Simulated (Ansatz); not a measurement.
Sc (P6_3/mmc): Drude plasma energy along x against volume

The cell of Sc (P6_3/mmc) is scaled evenly and the response computed anew at each volume, on one mesh. x, y and z are the Cartesian axes of the input cell.

Symmetry: P6_3/mmc, No. 194, hexagonal system. Conventional cell: a = 3.309 Å, b = 3.309 Å, c = 5.273 Å, α = 90.00°, β = 90.00°, γ = 120.00°. Sc on site c is surrounded by 12 Sc at 3.26 to 3.31 Å.

Method: Ansatz 0.2.0, r2SCAN, independent particles, k-mesh 15×15×8 with interpolation inside its cells, Gaussian parameter 0.1 eV.

Launch of the response step: `ansatz run input.yaml --threads 4 --pin off --max-ram 8192MiB --backend cpu --events-out ev --progress --plain --runs-dir out`. The series took 6.1 min in all, on 4 threads of Intel(R) Xeon(R) Processor @ 2.70GHz, on a shared host.

| V/V₀ | V (Å³, primitive cell) | Drude plasma energy along x (eV) |
| --- | --- | --- |
| 0.94 | 47.00 | 3.0807 |
| 0.96 | 48.00 | 3.0227 |
| 0.98 | 49.00 | 2.9724 |
| 1.00 | 50.00 | 2.9318 |
| 1.02 | 51.00 | ? |
| 1.04 | 52.00 | 2.8762 |
| 1.06 | 53.00 | 2.8588 |

For small changes the quantity should be close to linear in ln V.

Working, on the rows shown:

| x = ln(V/V₀) | y = Drude plasma energy along x |
| --- | --- |
| -0.0618754 | 3.0807 |
| -0.040822 | 3.0227 |
| -0.0202027 | 2.9724 |
| 0 | 2.9318 |
| 0.0392207 | 2.8762 |
| 0.0582689 | 2.8588 |

Means: x̄ = -0.0042351, ȳ = 2.9571. Σ(x − x̄)(y − ȳ) = -0.01954, Σ(x − x̄)² = 0.01073. Slope = -0.01954 / 0.01073 = -1.821; intercept = ȳ − slope · x̄ = 2.9494. The line misses the rows shown by up to 0.019 eV, in a bent pattern, so a parabola y = c₀ + c₁x + c₂x² is fitted. The sums Σx = -0.025410484, Σx² = 0.01083668, Σx³ = -5.4996727e-05, Σx⁴ = 3.1495593e-05, Σy = 17.7426, Σxy = -0.094676957 and Σx²y = 0.03217572 in the three normal equations give c₀ = 2.9321, c₁ = -1.813, c₂ = 9.567; the parabola misses the rows by at most 0.00062 eV.

What does the fit predict for the withheld row, and how well does it do?

At x = 0.019803 the parabola gives y = 2.9 eV. The run gave 2.9001 eV, so the interpolation is off by 0.0001 eV, 0.0 % of the range in the table.

Between the rows on either side of x = 0 the slope is (2.9001 − 2.9724) / (0.019803 − (-0.020203)) = -1.807. So d ln ωp/d ln V = -0.62; free electrons would give −0.50. The values come from a sum over the points of one k-mesh and carry its error, which is largest for Fermi-surface quantities.
